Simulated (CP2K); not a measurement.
Two runs for the C K edge of 2-cyanofuran. Run A: CP2K XAS_TDP, all-electron GAPW, PBEh(45%), aug-cc-pVDZ, TDA, no relativity. Run B differs in one setting.

First lines with a strength over 0.0015. A:

```csv
atom,energy (eV),states,"strength, one atom"
C2 (bonded to C and N),282.12,1,0.0361
,282.21,1,0.0500
,285.94,1,0.0230
,287.10,1,0.0018
,287.32,1,0.0040
C3 (bonded to 2 C and O),283.11,1,0.0386
,285.45,1,0.0185
,287.15,1,0.0036
,287.85,1,0.0198
,287.92,1,0.0025
C4 (bonded to 2 C and H),281.47,1,0.0481
,284.73,1,0.0072
,285.00,1,0.0113
,285.40,1,0.0023
,286.06,1,0.0037
C5 (bonded to 2 C and H),282.09,1,0.0411
,283.32,1,0.0139
,284.61,1,0.0106
,285.64,1,0.0020
,285.70,1,0.0027
"C6 (bonded to C, O and H)",282.46,1,0.0539
,286.09,1,0.0205
,286.14,1,0.0045
,286.50,1,0.0135
,287.21,1,0.0040
```

B:

```csv
atom,energy (eV),states,"strength, one atom"
C2 (bonded to C and N),288.58,1,0.0353
,288.67,1,0.0489
,292.40,1,0.0225
,293.56,1,0.0017
,293.78,1,0.0039
C3 (bonded to 2 C and O),288.59,1,0.0379
,290.93,1,0.0181
,292.62,1,0.0035
,293.32,1,0.0194
,293.40,1,0.0024
C4 (bonded to 2 C and H),287.28,1,0.0471
,290.54,1,0.0071
,290.81,1,0.0111
,291.21,1,0.0023
,291.87,1,0.0036
C5 (bonded to 2 C and H),288.05,1,0.0402
,289.27,1,0.0137
,290.56,1,0.0104
,291.59,1,0.0020
,291.66,1,0.0027
"C6 (bonded to C, O and H)",288.23,1,0.0529
,291.86,1,0.0201
,291.90,1,0.0044
,292.27,1,0.0133
,292.98,1,0.0039
```

Which was it: GW2X switched on, the functional, the basis, scalar relativity switched on?

GW2X switched on. GW2X shifts an atom's lines together and keeps their spacings. Against PBEh(45%) in aug-cc-pVDZ, the leading lines move by +6.46 eV (C2, to 288.58), +5.48 eV (C3, to 288.59), +5.81 eV (C4, to 287.28), +5.96 eV (C5, to 288.05) and +5.77 eV (C6, to 288.23).

[Banner, clock and machine lines of the logs are left out without a mark of their own.]

[Logs are printed without paths, hosts, clocks, repeated set-up lines and the standing remarks that a program may print on its own settings, such as how far it seeks lower states.]

[Hosts, paths, dates, database ids (printed as entryN), source tags and the programs' standing remarks are cut or masked in the printed files.]
